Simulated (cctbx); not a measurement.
## NaIn9Rh2 with cctbx, script by script

Library: cctbx 2025.11. The data are simulated by the first script.

## 1. Simulate the data

run.py:

```python
from cctbx import adptbx, crystal, miller, sgtbx, xray
from cctbx.array_family import flex
from iotbx.shelx import hklf
from scitbx import matrix
import scitbx.random

cs = crystal.symmetry(unit_cell=(8.592, 8.592, 4.163, 90, 90, 120), space_group_symbol='Hall: -P 6 2')  # P6/mmm
atoms = [  # label, site, U (iso, or U11 U22 U33 U12 U13 U23 in A^2), occupancy
    ("In1", (0.5, 0.5, 0), 0.0085, 1),
    ("In2", (0.4194, 0.2097, 0.5), 0.0096, 1),
    ("Rh1", (2/3, 1/3, 0), 0.0088, 1),
    ("Na1", (0, 0, 0), 0.0164, 1),
]
xs = xray.structure(crystal_symmetry=cs)
for label, site, u, occ in atoms:
    u = adptbx.u_cif_as_u_star(cs.unit_cell(), u) if isinstance(u, tuple) else u
    xs.add_scatterer(xray.scatterer(label, site=site, u=u, occupancy=occ))
xs.set_inelastic_form_factors(0.71073, "sasaki")
xs.show_summary()
p1 = xs.expand_to_p1()
ms = miller.build_set(p1, anomalous_flag=True, d_min=0.6)
flex.set_random_seed(248293)
scitbx.random.set_random_seed(248293)
ms = ms.select(flex.random_double(ms.size()) < 0.5)
i = ms.structure_factors_from_scatterers(p1, algorithm="direct").f_calc().as_intensity_array().data()
i = i * 5000 / flex.max(i)
sig = flex.sqrt(i + flex.pow2(0.04 * i) + 4 ** 2)
noise = scitbx.random.variate(scitbx.random.normal_distribution())(i.size())
data = ms.array(data=i + sig * noise, sigmas=sig).set_observation_type_xray_intensity()
with open("data.hkl", "w") as f:
    data.export_as_shelx_hklf(f)
print("reflections written:", data.size(), " <I/sigma> = %.1f" % flex.mean(data.data() / data.sigmas()))
for h, a, b in list(data.sort("data"))[:12]:
    print("%4d%4d%4d %9.1f %7.1f" % (h + (a, b)))
```

```console
$ python run.py
```

```text
Number of scatterers: 4
At special positions: 4
Unit cell: (8.592, 8.592, 4.163, 90, 90, 120)
Space group: P 6/m m m (No. 191)
reflections written: 2569  <I/sigma> = 6.2
   0   0   2    4965.4   212.2
   0   0  -2    4783.4   212.2
   2  -4   0    1954.1    90.4
  -2   4   0    1952.5    90.4
   4  -2   0    1951.4    90.4
   0   0  -4    1863.0    85.3
   0  -5   1    1420.5    64.5
  -5   5   1    1410.3    64.5
   0   5  -1    1368.2    64.5
  -5   0   1    1362.4    64.5
   2  -4  -2    1357.8    63.8
  -4   2  -2    1344.8    63.8
```

Run time: 0.28 s on 1 thread of Arm Neoverse V2, with other jobs on the host, peak memory 0.07 GiB.

## 2. Symmetry

run.py:

```python
from cctbx import crystal, sgtbx, statistics
from cctbx.array_family import flex
from iotbx.shelx import hklf

p1 = crystal.symmetry(unit_cell=(8.592, 8.592, 4.163, 90, 90, 120), space_group_symbol="P 1")
raw = hklf.reader(file_name="data.hkl").as_miller_arrays(crystal_symmetry=p1, anomalous=True)[0]
print(raw.size(), "reflections to d = %.3f A" % raw.d_min())
isig = raw.data() / raw.sigmas()
print("centring   violations  <I/sigma> of those")
best = "P"
for c in "ABCIRF":
    a = raw.customized_copy(space_group_info=sgtbx.space_group_info("Hall: %s 1" % c)).sys_absent_flags().data()
    m = flex.mean(isig.select(a))
    print("%5s %10d of %5d %8.1f" % (c, (isig.select(a) > 4).count(True), a.count(True), m))
    if (isig.select(a) > 4).count(True) < 0.01 * a.count(True):
        best = c
raw = raw.select(~raw.customized_copy(space_group_info=sgtbx.space_group_info("Hall: %s 1" % best)).sys_absent_flags().data())
isig = raw.data() / raw.sigmas()
rows = []
for s in sgtbx.space_group_symbol_iterator():
    g = sgtbx.space_group(s)
    if g.conventional_centring_type_symbol() != best or not g.is_compatible_unit_cell(p1.unit_cell(), 1e-3, 0.02):
        continue
    rows.append((s, g))
print("Laue class    unique    Rint  (classes that these axes allow; Friedel mates merged)")
rint = {}
for s, g in rows:
    laue = g.build_derived_patterson_group()
    key = laue.type().hall_symbol()
    if key not in rint:
        m = raw.customized_copy(space_group_info=laue.info(), anomalous_flag=False).merge_equivalents()
        rint[key] = m.r_int()
        print("%-14s %6d %7.3f" % (laue.type().lookup_symbol(), m.array().size(), m.r_int()))
floor = min(rint.values())
good = [(s, g) for s, g in rows if rint[g.build_derived_patterson_group().type().hall_symbol()] < 2 * floor + 0.03]
top = max(g.build_derived_patterson_group().order_z() for s, g in good)
print("space group    extra absences  I>4sigma  <I/sigma>")
for s, g in good:
    laue = g.build_derived_patterson_group()
    if laue.order_z() != top:
        continue
    a = raw.customized_copy(space_group_info=g.info()).sys_absent_flags().data()
    a &= ~raw.customized_copy(space_group_info=laue.info()).sys_absent_flags().data()
    bad = (isig.select(a) > 4).count(True)
    if bad <= 0.03 * a.count(True):
        print("%-16s %8d %10d %9s  %s" % (s.universal_hermann_mauguin(), a.count(True), bad, "%.1f" % flex.mean(isig.select(a)) if a.count(True) else "-", "centric" if g.is_centric() else "acentric"))
laue = max(good, key=lambda t: t[1].build_derived_patterson_group().order_z())[1].build_derived_patterson_group()
f = raw.customized_copy(space_group_info=laue.info(), anomalous_flag=False).merge_equivalents().array().eliminate_sys_absent().f_sq_as_f()
f.set_observation_type_xray_amplitude()
bins = max(3, min(8, f.size() // 12))
f.setup_binner(n_bins=bins)
w = statistics.wilson_plot(f, {e: n / laue.order_z() for e, n in {'In': 9.0, 'Rh': 2.0, 'Na': 1.0}.items()}, e_statistics=True)
print("Wilson B = %.2f A^2   <|E^2-1|> = %.3f (0.968 centric, 0.736 acentric)   E^2>4: %.1f %%" % (w.wilson_b, w.mean_e_sq_minus_1, w.percent_e_sq_gt_2))
print("shell (A)         n   <I/sigma>")
m = raw.customized_copy(space_group_info=laue.info(), anomalous_flag=False).merge_equivalents().array().eliminate_sys_absent()
for b in m.setup_binner(n_bins=bins).range_used():
    sel = m.binner().selection(b)
    print("%5.2f - %4.2f %6d %8.1f" % (min(m.binner().bin_d_range(b)[0] if m.binner().bin_d_range(b)[0] > 0 else 99, 99), m.binner().bin_d_range(b)[1], sel.count(True), flex.mean((m.data() / m.sigmas()).select(sel))))
```

```console
$ python run.py
```

```text
2569 reflections to d = 0.602 A
centring   violations  <I/sigma> of those
    A        770 of  1286      6.5
    B        790 of  1280      6.6
    C        708 of  1310      5.7
    I        784 of  1289      6.5
    R        970 of  1706      6.2
    F       1134 of  1938      6.3
Laue class    unique    Rint  (classes that these axes allow; Friedel mates merged)
P -1             1900   0.052
P 1 1 2/m        1270   0.057
P -3              843   0.061
P -3 1 m          469   0.066
P -3 m 1          496   0.066
P 6/m             475   0.066
P 6/m m m         295   0.069
space group    extra absences  I>4sigma  <I/sigma>
P 6 2 2                 0          0         -  acentric
P 6 m m                 0          0         -  acentric
P -6 m 2                0          0         -  acentric
P -6 2 m                0          0         -  acentric
P 6/m m m               0          0         -  centric
Wilson B = 0.79 A^2   <|E^2-1|> = 0.721 (0.968 centric, 0.736 acentric)   E^2>4: 1.8 %
shell (A)         n   <I/sigma>
 7.44 - 1.20     48     25.4
 1.20 - 0.95     38     19.6
 0.95 - 0.83     38     20.8
 0.83 - 0.76     37     15.6
 0.76 - 0.70     31     18.0
 0.70 - 0.66     36     13.8
 0.66 - 0.63     33     12.2
 0.63 - 0.60     34     11.6
```

Time: 0.33 s.

## 3. Patterson map

run.py:

```python
from cctbx import crystal, maptbx
from iotbx.shelx import hklf

cs = crystal.symmetry(unit_cell=(8.592, 8.592, 4.163, 90, 90, 120), space_group_symbol='Hall: -P 6 2')  # P6/mmm
raw = hklf.reader(file_name="data.hkl").as_miller_arrays(crystal_symmetry=cs, anomalous=True)[0]
merged = raw.eliminate_sys_absent().merge_equivalents()
fo2 = merged.array().set_observation_type_xray_intensity()
f = fo2.average_bijvoet_mates().f_sq_as_f()
pm = f.patterson_map(symmetry_flags=maptbx.use_space_group_symmetry, sharpening=False, resolution_factor=0.25)
peaks = pm.peak_search(parameters=maptbx.peak_search_parameters(min_distance_sym_equiv=0.4, max_clusters=14)).all()
top = peaks.heights()[0]
print("Patterson group", f.patterson_symmetry().space_group_info())
print("      u       v       w   height  length (A)")
for x, h in zip(peaks.sites(), peaks.heights()):
    y = [t - round(t) for t in x]
    print("%7.3f %7.3f %7.3f %8.1f %8.2f" % (x + (1000 * h / top, cs.unit_cell().length(y))))
```

```console
$ python run.py
```

```text
Patterson group P 6/m m m
      u       v       w   height  length (A)
  0.000   0.000   0.000   1000.0     0.00
  0.000   0.500   0.000    211.3     4.30
  0.085   0.288   0.500    184.4     3.03
  0.291   0.582   0.500    177.0     5.70
  0.000   0.371   0.000    177.0     3.19
  0.206   0.412   0.000    176.2     3.07
  0.125   0.250   0.500    170.1     2.79
  0.170   0.340   0.000    166.0     2.53
  0.085   0.542   0.500    149.6     4.82
  0.333   0.667   0.000     86.6     4.96
  0.163   0.581   0.000     86.3     4.46
  0.194   0.387   0.500     20.2     3.56
  0.000   0.091   0.000     19.5     0.78
  0.000   0.183   0.500      4.7     2.61
```

Time: 0.29 s.

## 4. Charge flipping

run.py:

```python
import itertools
from cctbx import crystal, maptbx
from cctbx.array_family import flex
from iotbx.shelx import hklf
from smtbx.ab_initio import charge_flipping as cf

cs = crystal.symmetry(unit_cell=(8.592, 8.592, 4.163, 90, 90, 120), space_group_symbol='Hall: -P 6 2')  # P6/mmm
raw = hklf.reader(file_name="data.hkl").as_miller_arrays(crystal_symmetry=cs, anomalous=True)[0]
merged = raw.eliminate_sys_absent().merge_equivalents()
fo2 = merged.array().set_observation_type_xray_intensity()
f = fo2.average_bijvoet_mates().f_sq_as_f().resolution_filter(d_min=0.6)
p1 = f.expand_to_p1()
p1.setup_binner_counting_sorted(reflections_per_bin=max(40, p1.size() // 12))
work = p1.array(data=p1.data() / p1.amplitude_quasi_normalisations().data())
flex.set_random_seed(90557)
it = cf.weak_reflection_improved_iterator(delta=None, weak_reflection_fraction=0.1)
it.start(work, phases=flex.random_double(p1.size()) * 6.2832, f_000=0)
it.delta = 1 * it.rho_map.sigma()
print("cycle      R  skewness")
for n, st in enumerate(itertools.islice(it, 150)):
    if n % 12 == 0:
        print("%5d %6.3f %8.2f" % (n, st.r1_factor(), st.rho_map.skewness()))
rho = p1.phase_transfer(it.f_calc).fft_map().apply_volume_scaling()
polish = cf.low_density_elimination_iterator(constant_rho_c=rho.sigma())
polish.start(f_obs=p1, phases=it.f_calc, f_000=0)
for _ in range(8):
    next(polish)
print("origin shift          correlation  skewness")
maps = []
for fc, shift, cc in itertools.islice(cf.f_calc_symmetrisations(f, polish.f_calc, 0), 4):
    m = f.phase_transfer(fc).fft_map(symmetry_flags=maptbx.use_space_group_symmetry, resolution_factor=0.25).apply_sigma_scaling()
    maps.append((m.skewness(), cc, m))
    print("%6.3f %6.3f %6.3f %10.3f %9.2f" % (tuple(shift) + (cc, m.skewness())))
skew, cc, m = max((t for t in maps if t[1] > maps[0][1] - 0.04), key=lambda t: t[0])
print("taken: symmetry correlation %.3f, skewness %.2f" % (cc, skew))
peaks = m.peak_search(parameters=maptbx.peak_search_parameters(min_distance_sym_equiv=0.9, max_clusters=9)).all()
sps = cs.special_position_settings(min_distance_sym_equiv=0.5)
print("peak      x       y       z  mult  height/sigma")
for k, (x, h) in enumerate(zip(peaks.sites(), peaks.heights())):
    ss = sps.site_symmetry(x)
    print("Q%-3d %7.4f %7.4f %7.4f %4d %8.1f" % ((k + 1,) + tuple(t % 1 for t in ss.exact_site()) + (ss.multiplicity(), h)))
```

```console
$ python run.py
```

```text
cycle      R  skewness
    0  0.640     0.48
   12  0.474     2.76
   24  0.293     7.66
   36  0.180     6.93
   48  0.190     6.80
   60  0.192     6.79
   72  0.186     6.71
   84  0.191     6.71
   96  0.185     6.74
  108  0.178     6.62
  120  0.180     6.67
  132  0.182     6.66
  144  0.173     6.60
origin shift          correlation  skewness
 0.192  0.952  0.116      0.820      1.55
 0.245  0.011  0.119      0.807      1.11
 0.894  0.342  0.136      0.816      2.37
 0.701  0.962  0.125      0.814      3.03
taken: symmetry correlation 0.814, skewness 3.03
peak      x       y       z  mult  height/sigma
Q1    0.0000  0.0000  0.0000    1     21.4
Q2    0.1896  0.3793  0.0000    6      7.9
Q3    0.0000  0.5000  0.0000    3      5.5
Q4    0.0000  0.3799  0.5000    6      4.1
Q5    0.0794  0.3354  0.5000   12      4.1
Q6    0.3333  0.6667  0.5000    2      3.4
Q7    0.1171  0.2343  0.5000    6      3.2
Q8    0.0000  0.0000  0.5000    1      3.0
Q9    0.1676  0.5838  0.0000    6      2.2
```

Time: 1 s.

## 5. Refinement (model from the peaks)

run.py:

```python
import math
from cctbx import adptbx, crystal, maptbx, sgtbx, xray
from cctbx.array_family import flex
from cctbx.xray import observations
from iotbx.shelx import hklf
from scitbx.lstbx import normal_eqns_solving
from smtbx import absolute_structure, utils
from smtbx.refinement import constraints, least_squares

cs = crystal.symmetry(unit_cell=(8.592, 8.592, 4.163, 90, 90, 120), space_group_symbol='Hall: -P 6 2')  # P6/mmm
atoms = [  # label, site, U (iso, or U11 U22 U33 U12 U13 U23 in A^2), occupancy
    ("In1", (0, 0, 0), 0.0200, 1),
    ("In2", (0.1896, 0.3793, 0), 0.0200, 1),
    ("Na1", (0, 0, 0.5), 0.0200, 1),
]
xs = xray.structure(crystal_symmetry=cs)
for label, site, u, occ in atoms:
    u = adptbx.u_cif_as_u_star(cs.unit_cell(), u) if isinstance(u, tuple) else u
    xs.add_scatterer(xray.scatterer(label, site=site, u=u, occupancy=occ))
xs.set_inelastic_form_factors(0.71073, "sasaki")
raw = hklf.reader(file_name="data.hkl").as_miller_arrays(crystal_symmetry=cs, anomalous=True)[0]
merged = raw.eliminate_sys_absent().merge_equivalents()
fo2 = merged.array().set_observation_type_xray_intensity()
print("Rint %.3f, %d unique reflections to %.2f A" % (merged.r_int(), fo2.size(), fo2.d_min()))
for sc in xs.scatterers():
    sc.flags.set_grad_site(True)
    sc.flags.set_grad_u_aniso(sc.flags.use_u_aniso())
    sc.flags.set_grad_u_iso(sc.flags.use_u_iso())
obs = fo2.as_xray_observations()
extra = {}
rep = constraints.reparametrisation(xs, [], utils.connectivity_table(xs), **extra)
ls = least_squares.crystallographic_ls(obs, rep, weighting_scheme=least_squares.mainstream_shelx_weighting(a=0, b=0))
print("cycle     R1     wR2    GooF  max shift (A)")
for cycle in range(6):
    ls.build_up()
    r1, wr2, goof = ls.r1_factor(cutoff_factor=2)[0], ls.wR2(), ls.goof()
    old = xs.sites_cart()
    normal_eqns_solving.levenberg_marquardt_iterations(ls, n_max_iterations=3, tau=0.0001, step_threshold=1e-7)
    big = flex.max((xs.sites_cart() - old).norms())
    print("%4d %7.4f %7.4f %7.3f %9.5f" % (cycle + 1, r1, wr2, goof, big))
    ls.build_up(objective_only=True)
    if abs(ls.wR2() - wr2) < 5e-5 and big < 5e-4:
        break
ls.build_up()
print("final R1 %.4f wR2 %.4f GooF %.3f  parameters %d  data/parameter %.1f" % (ls.r1_factor(cutoff_factor=2)[0], ls.wR2(), ls.goof(), ls.n_parameters, fo2.size() / ls.n_parameters))
cov = ls.covariance_matrix_and_annotations()
su = dict(zip(cov.annotations, (math.sqrt(max(v, 0)) for v in cov.matrix.matrix_packed_u_diagonal())))
a2 = cs.unit_cell().reciprocal_parameters()[0] ** -2
print("atom        x        y        z      Ueq    occ   su(xyz)  su(Uiso or U11)")
for sc in xs.scatterers():
    s = max(su.get(sc.label + k, 0) for k in (".x", ".y", ".z"))
    npd = "" if sc.is_positive_definite_u(cs.unit_cell()) else "  NPD"
    print("%-5s %8.5f %8.5f %8.5f %8.4f %6.3f %8.5f %7.4f%s" % ((sc.label,) + sc.site + (sc.u_iso_or_equiv(cs.unit_cell()), sc.occupancy, s, su.get(sc.label + ".uiso", su.get(sc.label + ".u11", 0) * a2), npd)))
fo = fo2.f_sq_as_f()
fc = fo.structure_factors_from_scatterers(xs, algorithm="direct").f_calc()
diff = fo.f_obs_minus_f_calc(1 / math.sqrt(ls.scale_factor()), fc).average_bijvoet_mates()
m = diff.fft_map(symmetry_flags=maptbx.use_space_group_symmetry, resolution_factor=0.25).apply_volume_scaling()
print("difference map: max %.2f min %.2f rms %.2f" % (m.statistics().max(), m.statistics().min(), m.statistics().sigma()))
peaks = m.peak_search(parameters=maptbx.peak_search_parameters(min_distance_sym_equiv=0.6, max_clusters=6)).all()
near = xs.closest_distances(peaks.sites(), distance_cutoff=4)
sps = cs.special_position_settings(min_distance_sym_equiv=0.5)
for k, (x, h) in enumerate(zip(peaks.sites(), peaks.heights())):
    ss = sps.site_symmetry(x)
    print("Q%-3d %7.4f %7.4f %7.4f %4d %7.2f  %.2f A from %s" % ((k + 1,) + tuple(t % 1 for t in ss.exact_site()) + (ss.multiplicity(), h, near.smallest_distances[k], xs.scatterers()[near.i_seqs[k]].label)))
```

```console
$ python run.py
```

```text
Rint 0.069, 295 unique reflections to 0.60 A
cycle     R1     wR2    GooF  max shift (A)
   1  0.7863  0.9641  21.926   0.25044
   2  0.6325  0.8856  20.141   0.04891
   3  0.6237  0.8802  20.018   0.00323
   4  0.6249  0.8817  20.052   0.00065
   5  0.6235  0.8802  20.017   0.00002
final R1 0.6235 wR2 0.8802 GooF 20.017  parameters 4  data/parameter 73.8
atom        x        y        z      Ueq    occ   su(xyz)  su(Uiso or U11)
In1    0.00000  0.00000  0.00000   0.0688  1.000  0.00000  0.0484
In2    0.21002  0.42005  0.00000   0.0001  1.000  0.00276  0.0035
Na1    0.00000  0.00000  0.50000   0.7760  1.000  0.00000  8.8131
difference map: max 380.67 min -122.68 rms 21.86
Q1    0.0000  0.5000  0.5000    3  398.38  3.05 A from In2
Q2    0.3333  0.6667  0.5000    2  368.58  2.77 A from In2
Q3    0.2079  0.4157  0.0000    6  304.59  0.03 A from In2
Q4    0.0000  0.1242  0.5000    6   80.86  1.07 A from Na1
Q5    0.0974  0.3020  0.0000   12   79.60  0.99 A from In2
Q6    0.0470  0.4637  0.0000   12   72.00  1.62 A from In2
```

Time: 0.69 s.

Figures of merit this high mean that the model is still wrong or incomplete.

## 6. Refinement (atoms added from the difference map)

run.py, as its changes from the last script of this kind:

```diff
@@ -12,3 +12,4 @@
-    ("In1", (0, 0, 0), 0.0200, 1),
-    ("In2", (0.1896, 0.3793, 0), 0.0200, 1),
-    ("Na1", (0, 0, 0.5), 0.0200, 1),
+    ("In1", (0, 0, 0), 0.0688, 1),
+    ("In2", (0.21002, 0.42005, 0), 0.0030, 1),
+    ("Na1", (0, 0, 0.5), 0.7760, 1),
+    ("In3", (0.3333, 0.6667, 0.5), 0.0200, 1),
@@ -59 +60 @@
-peaks = m.peak_search(parameters=maptbx.peak_search_parameters(min_distance_sym_equiv=0.6, max_clusters=6)).all()
+peaks = m.peak_search(parameters=maptbx.peak_search_parameters(min_distance_sym_equiv=0.6, max_clusters=5)).all()
```

```console
$ python run.py
```

```text
Rint 0.069, 295 unique reflections to 0.60 A
cycle     R1     wR2    GooF  max shift (A)
   1  0.5535  0.8327  18.970   0.00285
   2  0.5445  0.8183  18.642   0.00015
final R1 0.5445 wR2 0.8183 GooF 18.642  parameters 5  data/parameter 59.0
atom        x        y        z      Ueq    occ   su(xyz)  su(Uiso or U11)
In1    0.00000  0.00000  0.00000   0.0717  1.000  0.00000  0.0437
In2    0.20982  0.41965  0.00000   0.0001  1.000  0.00230  0.0029
Na1    0.00000  0.00000  0.50000   0.6684  1.000  0.00000  4.2646
In3    0.33333  0.66667  0.50000   0.0001  1.000  0.00000  0.0044
difference map: max 360.94 min -122.99 rms 18.38
Q1    0.0000  0.5000  0.5000    3  378.26  2.48 A from In3
Q2    0.2121  0.4242  0.0000    6  221.27  0.03 A from In2
Q3    0.3333  0.6667  0.5000    2  195.33  0.00 A from In3
Q4    0.1170  0.5006  0.5000   12   82.97  1.68 A from In3
Q5    0.0000  0.1250  0.5000    6   75.62  1.07 A from Na1
```

It took 0.51 s on 1 thread of Arm Neoverse V2, on a shared host, peak memory 0.09 GiB.

Figures of merit this high mean that the model is still wrong or incomplete.

[Logs are printed without paths, hosts, clocks, repeated set-up lines and the standing remarks that a program may print on its own settings, such as how far it seeks lower states.]
